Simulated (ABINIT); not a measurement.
**SrTiO3 (Tausonite): a self-consistent loop beyond G0W0, cycle by cycle**

How far does self-consistency move the gap of SrTiO3 (Tausonite)?

Method: PBE and many-body steps on it, plane waves, in ABINIT 10.8.3.

**The experiments to reproduce.**

- Gap 3.77 eV: direct gap (M0 critical point); spectroscopic ellipsometry, second-derivative fit; 300 K; bulk crystal (commercial single crystal) (“Optical probe of ferroelectric order in bulk and thin film perovskite titanates”, 2013, arxiv:1309.1245).

Most raw output is cut from this account.

### Step 1. Starting point

The structure is cubic, space group Pm-3m (No. 221). The conventional cell has a = 3.905 Å, b = 3.905 Å, c = 3.905 Å, α = 90.00°, β = 90.00°, γ = 90.00°. Sr has 12 O at 2.76 Å nearest. Ti has 6 O at 1.95 Å nearest. Nearest to O lie 2 Ti at 1.95 Å and 4 Sr at 2.76 Å. Farther neighbours and most contacts between anions are not listed.

The cell and positions come from the Crystallography Open Database and are kept as given unless a step says otherwise.

### Step 2. Empty states on the mesh, 4×4×4 mesh, 184 bands

This step: ABINIT 10.8.3; DFT, PBE, plane waves, norm-conserving pseudopotentials.

The sums over transitions need many empty states on a uniform mesh; this step solves for them.

run.abi

```
acell 3*1.0 Angstrom
rprim 
  3.905280000000 0.000000000000 0.000000000000
  0.000000000000 3.905280000000 0.000000000000
  0.000000000000 0.000000000000 3.905280000000
ntypat 3
znucl 38 22 8
natom 5
typat 1 2 3 3 3
xred 
  0.500000000000 0.500000000000 0.500000000000
  0.000000000000 0.000000000000 0.000000000000
  0.500000000000 0.000000000000 0.000000000000
  0.000000000000 0.500000000000 0.000000000000
  0.000000000000 0.000000000000 0.500000000000
pp_dirpath "pseudos"
pseudos "Sr.upf, Ti.upf, O.upf"
ecut 38
ngkpt 4 4 4
nshiftk 1
shiftk 0 0 0
kptopt 1
chksymbreak 0
irdden 1
istwfk *1
nband 184
prtvol 0
optdriver 6
gwr_task "HDIAGO"
paral_kgb 0
occopt 1
indata_prefix "in"
outdata_prefix "out"
tmpdata_prefix "tmp"
```

Launch:

```bash
$ OMP_NUM_THREADS=1 mpirun -n 4 abinit run.abi > log
```

Elapsed: 2.8 min, on 4 MPI ranks of Arm Neoverse V2, shared host; peak memory 4.6 GiB.

Numbers from this step:

```
gap                                                           : 1.908 eV
k of the valence top                                          : 0.5, 0.5, 0.5
k of the conduction bottom                                    : 0, 0, 0
least direct gap                                              : 2.263 eV
k points computed                                             : 10
lowest point of the top converged band, above the valence top : 95.6501 eV
```

On this mesh the gap is 1.908 eV.

The density comes from a self-consistent run that is not shown.

### Step 3. Screening, 4×4×4 mesh, 176 bands, screening to 163.3 eV

The RPA dielectric matrix is built and inverted for each q.

This step: RPA screening on PBE, plane waves, norm-conserving pseudopotentials.

run.abi: that of step 2 with these lines changed.

```diff
@@ -23,10 +23,11 @@
 chksymbreak 0
-irdden 1
 istwfk *1
-nband 184
-prtvol 0
-optdriver 6
-gwr_task "HDIAGO"
-paral_kgb 0
 occopt 1
+irdwfk 1
+optdriver 3
+nband 176
+ecuteps 6
+inclvkb 2
+awtr 1
+symchi 1
 indata_prefix "in"
```

Wall time 1.8 min (4 MPI ranks); peak memory 1.6 GiB.

This step gave:

```yaml
eps_infinity_with_local_fields_on_this_mesh_along_the_program_s_q_direction: 6.404
the_same_without_local_fields: 6.775
plasma_frequency: 30.43 eV
plane_waves_in_the_screening_matrix: 257
```

Local fields lower ε∞ by 5 %. On a Γ-centred mesh this coarse the value itself is usually too large, while a short band sum pulls it down.

### Step 4. G0W0

The self-energy is evaluated for the states that the input lists, and the levels follow from it, in one-shot runs by the linearised quasiparticle equation.

This step: G0W0 on PBE, plane waves, norm-conserving pseudopotentials.

run.abi: that of step 3 with these lines changed.

```diff
@@ -26,8 +26,17 @@
 irdwfk 1
-optdriver 3
+optdriver 4
 nband 176
+gwcalctyp 0
+ecutsigx 38
+symsigma 1
+nkptgw 2
+kptgw 
+  0.5000000000 0.5000000000 0.5000000000
+  0.0000000000 0.0000000000 0.0000000000
+bdgw 
+  18 23
+  18 23
 ecuteps 6
-inclvkb 2
-awtr 1
-symchi 1
+irdscr 1
+ppmodel 1
 indata_prefix "in"
```

Elapsed: 18 s, on 4 MPI ranks; peak memory 1.4 GiB.

Numbers from this step:

* G0W0 gap on the points computed: 3.471 eV
* starting gap on the mesh: 1.908 eV
* k of the valence top: 0.5, 0.5, 0.5
* k of the conduction bottom: 0, 0, 0
* Z at the valence top: 0.769
* Z at the conduction bottom: 0.782
* least direct G0W0 gap on the computed points: 3.837 eV

The gap on the mesh goes from 1.91 eV to 3.47 eV, a correction of +1.56 eV.

### Step 5. evGW0, cycle 1

This step: evGW0 on PBE, plane waves, norm-conserving pseudopotentials.

run.abi: that of step 4 with these lines changed.

```diff
@@ -28,12 +28,28 @@
 nband 176
-gwcalctyp 0
+gwcalctyp 10
 ecutsigx 38
 symsigma 1
-nkptgw 2
+nkptgw 10
 kptgw 
+  0.0000000000 0.0000000000 0.0000000000
+  0.2500000000 0.0000000000 0.0000000000
+  0.5000000000 0.0000000000 0.0000000000
+  0.2500000000 0.2500000000 0.0000000000
+  0.5000000000 0.2500000000 0.0000000000
+  0.5000000000 0.5000000000 0.0000000000
+  0.2500000000 0.2500000000 0.2500000000
+  0.5000000000 0.2500000000 0.2500000000
+  0.5000000000 0.5000000000 0.2500000000
   0.5000000000 0.5000000000 0.5000000000
-  0.0000000000 0.0000000000 0.0000000000
 bdgw 
-  18 23
-  18 23
+  12 31
+  12 31
+  12 31
+  12 31
+  12 31
+  12 31
+  12 31
+  12 31
+  12 31
+  12 31
 ecuteps 6
```

The job ended after 8.9 min (4 MPI ranks; peak memory 2.2 GiB; 36 min of CPU time).

This step gave:

- quasiparticle gap on the mesh: 3.911 eV
- gap of the density functional on the mesh: 1.908 eV
- k of the valence top: 0.5, 0.5, 0.5
- k of the conduction bottom: 0, 0, 0
- Z at the valence top: 0.769
- Z at the conduction bottom: 0.782
- least direct quasiparticle gap on the computed points: 4.279 eV

Against G0W0 in ABINIT (4×4×4 mesh, 176 bands, screening to 163.3 eV, Godby-Needs plasmon pole), the gap moves by +0.440 eV. This first cycle still uses the starting levels; it takes the full correction, at all points of the mesh, and its linearised value is 3.471 eV.

### Step 6. evGW0, cycle 2

The corrected levels of the last cycle go back in.

run.abi: that of step 5 with these lines changed.

```diff
@@ -57,2 +57,3 @@
 ppmodel 1
+irdqps 1
 indata_prefix "in"
```

Run time: 9 min. Hardware: 4 MPI ranks; peak memory 2.2 GiB; 36 min of CPU time.

Numbers from this step:

```
quasiparticle gap on the mesh                         : 3.837 eV
gap of the density functional on the mesh             : 1.908 eV
k of the valence top                                  : 0.5, 0.5, 0.5
k of the conduction bottom                            : 0, 0, 0
least direct quasiparticle gap on the computed points : 4.198 eV
```

Against the cycle before, the gap moves by −0.074 eV.

### Step 7. evGW0, cycle 3

run.abi is that of step 6.

Elapsed: 9 min, on 4 MPI ranks; peak memory 2.2 GiB; 36 min of CPU time.

This step gave:

- quasiparticle gap on the mesh: 3.823 eV
- gap of the density functional on the mesh: 1.908 eV
- k of the valence top: 0.5, 0.5, 0.5
- k of the conduction bottom: 0, 0, 0
- least direct quasiparticle gap on the computed points: 4.186 eV

Against the cycle before, the gap moves by −0.014 eV.

### Step 8. evGW0, cycle 4

run.abi is that of step 7.

Run time: 9 min. Hardware: 4 MPI ranks; peak memory 2.2 GiB; 36 min of CPU time.

Numbers from this step:

```
quasiparticle gap on the mesh                         : 3.828 eV
gap of the density functional on the mesh             : 1.908 eV
k of the valence top                                  : 0.5, 0.5, 0.5
k of the conduction bottom                            : 0, 0, 0
least direct quasiparticle gap on the computed points : 4.191 eV
```

Against the cycle before, the gap moves by +0.005 eV.

### Step 9. Screening, 4×4×4 mesh, 176 bands, screening to 163.3 eV

This step: RPA screening on PBE, plane waves, norm-conserving pseudopotentials.

run.abi

```
acell 3*1.0 Angstrom
rprim 
  3.905280000000 0.000000000000 0.000000000000
  0.000000000000 3.905280000000 0.000000000000
  0.000000000000 0.000000000000 3.905280000000
ntypat 3
znucl 38 22 8
natom 5
typat 1 2 3 3 3
xred 
  0.500000000000 0.500000000000 0.500000000000
  0.000000000000 0.000000000000 0.000000000000
  0.500000000000 0.000000000000 0.000000000000
  0.000000000000 0.500000000000 0.000000000000
  0.000000000000 0.000000000000 0.500000000000
pp_dirpath "pseudos"
pseudos "Sr.upf, Ti.upf, O.upf"
ecut 38
ngkpt 4 4 4
nshiftk 1
shiftk 0 0 0
kptopt 1
chksymbreak 0
istwfk *1
occopt 1
irdwfk 1
optdriver 3
nband 176
ecuteps 6
inclvkb 2
awtr 1
symchi 1
gwcalctyp 10
mbpt_sciss 2.174 eV
nqptdm 1
qptdm 
  0 0 0
indata_prefix "in"
outdata_prefix "out"
tmpdata_prefix "tmp"
```

Elapsed: 26 s, on 4 MPI ranks; peak memory 1.5 GiB; 1.7 min of CPU time.

This step gave:

```yaml
eps_infinity_with_local_fields_on_this_mesh_along_the_program_s_q_direction: 4.902
the_same_without_local_fields: 5.165
plasma_frequency: 30.43 eV
plane_waves_in_the_screening_matrix: 257
```

This screening uses the functional's bands under a rigid shift, the mean opening of the cycle before.

### Step 10. Screening, 4×4×4 mesh, 176 bands, screening to 163.3 eV

This step: RPA screening on PBE from quasiparticle energies, plane waves, norm-conserving pseudopotentials.

run.abi: that of step 9 with these lines changed.

```diff
@@ -32,7 +32,15 @@
 symchi 1
+irdqps 1
 gwcalctyp 10
-mbpt_sciss 2.174 eV
-nqptdm 1
+nqptdm 9
 qptdm 
-  0 0 0
+  0.2500000000 0.0000000000 0.0000000000
+  0.5000000000 0.0000000000 0.0000000000
+  0.2500000000 0.2500000000 0.0000000000
+  0.5000000000 0.2500000000 0.0000000000
+  0.5000000000 0.5000000000 0.0000000000
+  0.2500000000 0.2500000000 0.2500000000
+  0.5000000000 0.2500000000 0.2500000000
+  0.5000000000 0.5000000000 0.2500000000
+  0.5000000000 0.5000000000 0.5000000000
 indata_prefix "in"
```

mrgscr.stdin

```
2
merged
q0_SCR
out_SCR
1
```

Launch:

```bash
$ OMP_NUM_THREADS=1 mpirun -n 4 abinit run.abi > log; mrgscr < mrgscr.stdin
```

The job ended after 86 s (4 MPI ranks; peak memory 1.5 GiB).

Numbers from this step:

* plasma frequency: 30.43 eV
* plane waves in the screening matrix: 257

This screening reads the quasiparticle levels of the cycle before.

### Step 11. evGW, cycle 1

This step: evGW on PBE, plane waves, norm-conserving pseudopotentials.

run.abi: that of step 10 with these lines changed.

```diff
@@ -26,12 +26,10 @@
 irdwfk 1
-optdriver 3
+optdriver 4
 nband 176
-ecuteps 6
-inclvkb 2
-awtr 1
-symchi 1
-irdqps 1
 gwcalctyp 10
-nqptdm 9
-qptdm 
+ecutsigx 38
+symsigma 1
+nkptgw 10
+kptgw 
+  0.0000000000 0.0000000000 0.0000000000
   0.2500000000 0.0000000000 0.0000000000
@@ -45,2 +43,17 @@
   0.5000000000 0.5000000000 0.5000000000
+bdgw 
+  12 31
+  12 31
+  12 31
+  12 31
+  12 31
+  12 31
+  12 31
+  12 31
+  12 31
+  12 31
+ecuteps 6
+irdscr 1
+ppmodel 1
+irdqps 1
 indata_prefix "in"
```

Launch:

```bash
$ OMP_NUM_THREADS=1 mpirun -n 4 abinit run.abi > log
```

Elapsed: 9.2 min, on 4 MPI ranks; peak memory 2.2 GiB.

This step gave:

* quasiparticle gap on the mesh: 4.430 eV
* gap of the density functional on the mesh: 1.908 eV
* k of the valence top: 0.5, 0.5, 0.5
* k of the conduction bottom: 0, 0, 0
* least direct quasiparticle gap on the computed points: 4.772 eV

Against G0W0 in ABINIT (4×4×4 mesh, 176 bands, screening to 163.3 eV, Godby-Needs plasmon pole), the gap moves by +0.959 eV.

### Step 12. Screening, 4×4×4 mesh, 176 bands, screening to 163.3 eV

This step: RPA screening on PBE, plane waves, norm-conserving pseudopotentials.

run.abi

```
acell 3*1.0 Angstrom
rprim 
  3.905280000000 0.000000000000 0.000000000000
  0.000000000000 3.905280000000 0.000000000000
  0.000000000000 0.000000000000 3.905280000000
ntypat 3
znucl 38 22 8
natom 5
typat 1 2 3 3 3
xred 
  0.500000000000 0.500000000000 0.500000000000
  0.000000000000 0.000000000000 0.000000000000
  0.500000000000 0.000000000000 0.000000000000
  0.000000000000 0.500000000000 0.000000000000
  0.000000000000 0.000000000000 0.500000000000
pp_dirpath "pseudos"
pseudos "Sr.upf, Ti.upf, O.upf"
ecut 38
ngkpt 4 4 4
nshiftk 1
shiftk 0 0 0
kptopt 1
chksymbreak 0
istwfk *1
occopt 1
irdwfk 1
optdriver 3
nband 176
ecuteps 6
inclvkb 2
awtr 1
symchi 1
gwcalctyp 10
mbpt_sciss 2.815 eV
nqptdm 1
qptdm 
  0 0 0
indata_prefix "in"
outdata_prefix "out"
tmpdata_prefix "tmp"
```

Wall time 30 s (4 MPI ranks); peak memory 1.5 GiB.

Numbers from this step:

| Property | Result |
| --- | --- |
| ε∞ with local fields, on this mesh, along the program's q direction | 4.629 |
| the same without local fields | 4.873 |
| plasma frequency | 30.43 eV |
| plane waves in the screening matrix | 257 |

This screening uses the functional's bands under a rigid shift, the mean opening of the cycle before.

### Step 13. Screening, 4×4×4 mesh, 176 bands, screening to 163.3 eV

This step: RPA screening on PBE from quasiparticle energies, plane waves, norm-conserving pseudopotentials.

run.abi: that of step 12 with these lines changed.

```diff
@@ -32,7 +32,15 @@
 symchi 1
+irdqps 1
 gwcalctyp 10
-mbpt_sciss 2.815 eV
-nqptdm 1
+nqptdm 9
 qptdm 
-  0 0 0
+  0.2500000000 0.0000000000 0.0000000000
+  0.5000000000 0.0000000000 0.0000000000
+  0.2500000000 0.2500000000 0.0000000000
+  0.5000000000 0.2500000000 0.0000000000
+  0.5000000000 0.5000000000 0.0000000000
+  0.2500000000 0.2500000000 0.2500000000
+  0.5000000000 0.2500000000 0.2500000000
+  0.5000000000 0.5000000000 0.2500000000
+  0.5000000000 0.5000000000 0.5000000000
 indata_prefix "in"
```

mrgscr.stdin is that of step 10.

Launch:

```bash
$ OMP_NUM_THREADS=1 mpirun -n 4 abinit run.abi > log; mrgscr < mrgscr.stdin
```

Run time: 1.7 min. Hardware: 4 MPI ranks; peak memory 1.5 GiB; 6.7 min of CPU time.

This step gave:

```
plasma frequency                    : 30.43 eV
plane waves in the screening matrix : 257
```

This screening reads the quasiparticle levels of the cycle before.

### Step 14. evGW, cycle 2

This step: evGW on PBE, plane waves, norm-conserving pseudopotentials.

run.abi: that of step 13 with these lines changed.

```diff
@@ -26,12 +26,10 @@
 irdwfk 1
-optdriver 3
+optdriver 4
 nband 176
-ecuteps 6
-inclvkb 2
-awtr 1
-symchi 1
-irdqps 1
 gwcalctyp 10
-nqptdm 9
-qptdm 
+ecutsigx 38
+symsigma 1
+nkptgw 10
+kptgw 
+  0.0000000000 0.0000000000 0.0000000000
   0.2500000000 0.0000000000 0.0000000000
@@ -45,2 +43,17 @@
   0.5000000000 0.5000000000 0.5000000000
+bdgw 
+  12 31
+  12 31
+  12 31
+  12 31
+  12 31
+  12 31
+  12 31
+  12 31
+  12 31
+  12 31
+ecuteps 6
+irdscr 1
+ppmodel 1
+irdqps 1
 indata_prefix "in"
```

Launch:

```bash
$ OMP_NUM_THREADS=1 mpirun -n 4 abinit run.abi > log
```

Wall time 9.1 min (4 MPI ranks); peak memory 2.2 GiB; 36 min of CPU time.

Numbers from this step:

| Property | Result |
| --- | --- |
| quasiparticle gap on the mesh | 4.537 eV |
| gap of the density functional on the mesh | 1.908 eV |
| k of the valence top | 0.5, 0.5, 0.5 |
| k of the conduction bottom | 0, 0, 0 |
| least direct quasiparticle gap on the computed points | 4.878 eV |

Against the cycle before, the gap moves by +0.107 eV.

### Step 15. Screening, 4×4×4 mesh, 176 bands, screening to 163.3 eV

This step: RPA screening on PBE, plane waves, norm-conserving pseudopotentials.

run.abi

```
acell 3*1.0 Angstrom
rprim 
  3.905280000000 0.000000000000 0.000000000000
  0.000000000000 3.905280000000 0.000000000000
  0.000000000000 0.000000000000 3.905280000000
ntypat 3
znucl 38 22 8
natom 5
typat 1 2 3 3 3
xred 
  0.500000000000 0.500000000000 0.500000000000
  0.000000000000 0.000000000000 0.000000000000
  0.500000000000 0.000000000000 0.000000000000
  0.000000000000 0.500000000000 0.000000000000
  0.000000000000 0.000000000000 0.500000000000
pp_dirpath "pseudos"
pseudos "Sr.upf, Ti.upf, O.upf"
ecut 38
ngkpt 4 4 4
nshiftk 1
shiftk 0 0 0
kptopt 1
chksymbreak 0
istwfk *1
occopt 1
irdwfk 1
optdriver 3
nband 176
ecuteps 6
inclvkb 2
awtr 1
symchi 1
gwcalctyp 10
mbpt_sciss 2.925 eV
nqptdm 1
qptdm 
  0 0 0
indata_prefix "in"
outdata_prefix "out"
tmpdata_prefix "tmp"
```

The job ended after 26 s (4 MPI ranks; peak memory 1.5 GiB; 1.7 min of CPU time).

This step gave:

```yaml
eps_infinity_with_local_fields_on_this_mesh_along_the_program_s_q_direction: 4.587
the_same_without_local_fields: 4.828
plasma_frequency: 30.43 eV
plane_waves_in_the_screening_matrix: 257
```

This screening uses the functional's bands under a rigid shift, the mean opening of the cycle before.

### Step 16. Screening, 4×4×4 mesh, 176 bands, screening to 163.3 eV

This step: RPA screening on PBE from quasiparticle energies, plane waves, norm-conserving pseudopotentials.

run.abi: that of step 15 with these lines changed.

```diff
@@ -32,7 +32,15 @@
 symchi 1
+irdqps 1
 gwcalctyp 10
-mbpt_sciss 2.925 eV
-nqptdm 1
+nqptdm 9
 qptdm 
-  0 0 0
+  0.2500000000 0.0000000000 0.0000000000
+  0.5000000000 0.0000000000 0.0000000000
+  0.2500000000 0.2500000000 0.0000000000
+  0.5000000000 0.2500000000 0.0000000000
+  0.5000000000 0.5000000000 0.0000000000
+  0.2500000000 0.2500000000 0.2500000000
+  0.5000000000 0.2500000000 0.2500000000
+  0.5000000000 0.5000000000 0.2500000000
+  0.5000000000 0.5000000000 0.5000000000
 indata_prefix "in"
```

mrgscr.stdin is that of step 13.

Launch:

```bash
$ OMP_NUM_THREADS=1 mpirun -n 4 abinit run.abi > log; mrgscr < mrgscr.stdin
```

It took 85 s on 4 MPI ranks; peak memory 1.5 GiB.

Numbers from this step:

```
plasma frequency                    : 30.43 eV
plane waves in the screening matrix : 257
```

This screening reads the quasiparticle levels of the cycle before.

### Step 17. evGW, cycle 3

This step: evGW on PBE, plane waves, norm-conserving pseudopotentials.

run.abi: that of step 16 with these lines changed.

```diff
@@ -26,12 +26,10 @@
 irdwfk 1
-optdriver 3
+optdriver 4
 nband 176
-ecuteps 6
-inclvkb 2
-awtr 1
-symchi 1
-irdqps 1
 gwcalctyp 10
-nqptdm 9
-qptdm 
+ecutsigx 38
+symsigma 1
+nkptgw 10
+kptgw 
+  0.0000000000 0.0000000000 0.0000000000
   0.2500000000 0.0000000000 0.0000000000
@@ -45,2 +43,17 @@
   0.5000000000 0.5000000000 0.5000000000
+bdgw 
+  12 31
+  12 31
+  12 31
+  12 31
+  12 31
+  12 31
+  12 31
+  12 31
+  12 31
+  12 31
+ecuteps 6
+irdscr 1
+ppmodel 1
+irdqps 1
 indata_prefix "in"
```

Launch:

```bash
$ OMP_NUM_THREADS=1 mpirun -n 4 abinit run.abi > log
```

It took 9 min on 4 MPI ranks; peak memory 2.2 GiB; 36 min of CPU time.

This step gave:

| Quantity | Value |
| --- | --- |
| quasiparticle gap on the mesh | 4.554 eV |
| gap of the density functional on the mesh | 1.908 eV |
| k of the valence top | 0.5, 0.5, 0.5 |
| k of the conduction bottom | 0, 0, 0 |
| least direct quasiparticle gap on the computed points | 4.895 eV |

Against the cycle before, the gap moves by +0.017 eV.

(Part 1 of 2 ends here.)

[Paths, hosts, dates, memory and timing lines, banners, echoed tables and standing remarks are left out of the program output.]

[Logs are printed without paths, hosts, clocks, repeated set-up lines and the standing remarks that a program may print on its own settings, such as how far it seeks lower states.]

[Runs of the session that timed out or met a known fault of the program may be left out.]

[Hosts, paths, dates, database ids (printed as entryN), source tags and the programs' standing remarks are cut or masked in the printed files.]

[G0W0 gaps are taken among the corrected bands and points alone; a level outside them can change the order at an edge.]

[Where Ansatz stands beside ABINIT at settings called matched, ABINIT's density can come from a denser mesh and the files from another edition; pairs whose starting gaps differed by over 0.03 eV were left out, so agreement reads better than it is.]
